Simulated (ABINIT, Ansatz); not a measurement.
## A GW run on MoS2 (P6_3/mmc) in ABINIT, with inputs changed

A base run on MoS2 (P6_3/mmc), then changed inputs.

Calculated with ABINIT 10.8.3; PBE and many-body steps on it, plane waves.

This is a report of a sequence of runs, with most program output left out.

The database entry behind the starting cell differs from later determinations by our own check (about 0.3 % long), so it need not match the best structure at ambient conditions.

### Step 1. Set-up

It takes space group P6_3/mmc (No. 194, hexagonal). Conventional cell: a = 3.169 Å, b = 3.169 Å, c = 12.324 Å, α = 90.00°, β = 90.00°, γ = 120.00°. Nearest to Mo lie 6 S at 2.41 Å. Nearest to S lie 3 Mo at 2.41 Å. Farther neighbours and most contacts between anions are not listed.

The cell and positions come from the Crystallography Open Database and are kept as given unless a step says otherwise.

### Step 2. Screening, 6×6×1 mesh, 244 bands, screening to 176.9 eV

This step: ABINIT 10.8.3; RPA screening on PBE, plane waves, norm-conserving pseudopotentials.

The RPA dielectric matrix is built and inverted for each q.

File run.abi:

```
acell 3*1.0 Angstrom
rprim 
  3.169000000004 -0.000000000001 0.000000000000
  -1.584500000001 2.744434504597 0.000000000000
  0.000000000000 0.000000000000 12.324000000000
ntypat 2
znucl 42 16
natom 6
typat 1 1 2 2 2 2
xred 
  0.333333333333 0.666666666667 0.250000000000
  0.666666666667 0.333333333333 0.750000000000
  0.333333333333 0.666666666667 0.623000000000
  0.666666666667 0.333333333333 0.123000000000
  0.333333333333 0.666666666667 0.877000000000
  0.666666666667 0.333333333333 0.377000000000
pp_dirpath "pseudos"
pseudos "Mo.upf, S.upf"
ecut 36
ngkpt 6 6 1
nshiftk 1
shiftk 0 0 0
kptopt 1
chksymbreak 0
istwfk *1
occopt 1
irdwfk 1
optdriver 3
nband 244
ecuteps 6.5
inclvkb 2
awtr 1
symchi 1
indata_prefix "in"
outdata_prefix "out"
tmpdata_prefix "tmp"
```

Launch:

```bash
> OMP_NUM_THREADS=1 mpirun -n 4 abinit run.abi > log
```

It took 5 min on 4 MPI ranks of Arm Neoverse V2, shared host; peak memory 2.1 GiB; 20 min of CPU time.

Numbers from this step:

| Item | Value |
| --- | --- |
| ε∞ with local fields, on this mesh, along the program's q direction | 14.46 |
| the same without local fields | 16.30 |
| plasma frequency | 25.86 eV |
| plane waves in the screening matrix | 573 |

Local fields lower ε∞ by 11 %. On a Γ-centred mesh this coarse the value itself is usually too large, while a short band sum pulls it down.

### Step 3. Base

The self-energy is evaluated for the states that the input lists, and the levels follow from it, in one-shot runs by the linearised quasiparticle equation.

This step: G0W0 on PBE, plane waves, norm-conserving pseudopotentials.

run.abi: that of step 2 with these lines changed.

```diff
@@ -27,8 +27,19 @@
 irdwfk 1
-optdriver 3
+optdriver 4
 nband 244
+gwcalctyp 0
+ecutsigx 36
+symsigma 1
+nkptgw 3
+kptgw 
+  0.0000000000 0.0000000000 0.0000000000
+  0.1666666667 0.1666666667 0.0000000000
+  0.3333333333 0.3333333333 0.0000000000
+bdgw 
+  25 28
+  25 28
+  25 28
 ecuteps 6.5
-inclvkb 2
-awtr 1
-symchi 1
+irdscr 1
+ppmodel 1
 indata_prefix "in"
```

It took 2.2 min on 4 MPI ranks; peak memory 2.1 GiB; 8.7 min of CPU time.

Numbers from this step:

```yaml
g0w0_gap_on_the_points_computed: 1.219 eV
starting_gap_on_the_mesh: 0.8887 eV
k_of_the_valence_top: 0, 0, 0
k_of_the_conduction_bottom: 0.1667, 0.1667, 0
z_at_the_valence_top: 0.771
z_at_the_conduction_bottom: 0.78
least_direct_g0w0_gap_on_the_computed_points: 2.138 eV
```

The gap on the mesh goes from 0.89 eV to 1.22 eV, a correction of +0.33 eV.

### Step 4. Smaller part of the screening matrix

run.abi: that of step 3 with these lines changed.

```diff
@@ -41,3 +41,3 @@
   25 28
-ecuteps 6.5
+ecuteps 3.2
 irdscr 1
```

Wall time 28 s (4 MPI ranks); peak memory 2.1 GiB; 1.9 min of CPU time.

Numbers from this step:

```
G0W0 gap on the points computed              : 1.184 eV
starting gap on the mesh                     : 0.8887 eV
k of the valence top                         : 0, 0, 0
k of the conduction bottom                   : 0.1667, 0.1667, 0
Z at the valence top                         : 0.777
Z at the conduction bottom                   : 0.784
least direct G0W0 gap on the computed points : 2.097 eV
```

### Step 5. A keyword of another program

run.abi: that of step 4 with these lines changed.

```diff
@@ -41,5 +41,6 @@
   25 28
-ecuteps 3.2
+ecuteps 6.5
 irdscr 1
 ppmodel 1
+nomega 100
 indata_prefix "in"
```

Run time: 0.68 s. Hardware: 4 MPI ranks; peak memory 0.06 GiB.

The run stopped with an error after 0.68 s.

The program's words: Found token: `NOMEGA` in the input file. This name is not one of the registered input variable names (see Action: check your input file. Perhaps you mistyped the input variable, or specified "img", although this was not permitted for this input variable.

The fault put into this input: a keyword of another program.

### Step 6. The runs together

Times are wall times on 4 MPI ranks of Arm Neoverse V2, shared host, good to a factor of about two. A run's time includes the screening step that it read.

```csv
run,mesh,bands,screening cutoff (eV),DFT gap (eV),gap on the mesh (eV),direct (eV),ε∞ used,time
base,6×6×1,244,176.9,0.889,1.219,2.138,14.46,7.2 min
smaller part of the screening matrix,6×6×1,244,87.1,0.889,1.184,2.097,14.46,5.5 min
```

### Step 7. What came out

```json
{"base": "1.219 eV", "smaller part of the screening matrix": "1.184 eV", "known limits": "not at the basis limit; no spin-orbit coupling; coarse k mesh"}
```

In words: Smaller part of the screening matrix: −0.035 eV against base (keys changed: ecuteps). Bands and cutoff are finite, so the gap is not at the basis limit. The miss can reach some tenths of an eV and take either sign; the mesh is an error of its own. In the G0W0 runs levels were corrected at 3 k points alone, so a gap called «on the mesh» is the least over those, and an edge elsewhere would be missed. The 6×6×1 mesh is coarse for this cell, which bears on the long-range parts of exchange and screening. The many-body steps are scalar-relativistic: spin-orbit coupling is not in them.

[Paths, hosts, dates, memory and timing lines, banners, echoed tables and standing remarks are left out of the program output.]

[Logs are printed without paths, hosts, clocks, repeated set-up lines and the standing remarks that a program may print on its own settings, such as how far it seeks lower states.]

[Runs of the session that timed out or met a known fault of the program may be left out.]

[Hosts, paths, dates, database ids (printed as entryN), source tags and the programs' standing remarks are cut or masked in the printed files.]

[G0W0 gaps are taken among the corrected bands and points alone; a level outside them can change the order at an edge.]

[Where Ansatz stands beside ABINIT at settings called matched, ABINIT's density can come from a denser mesh and the files from another edition; pairs whose starting gaps differed by over 0.03 eV were left out, so agreement reads better than it is.]
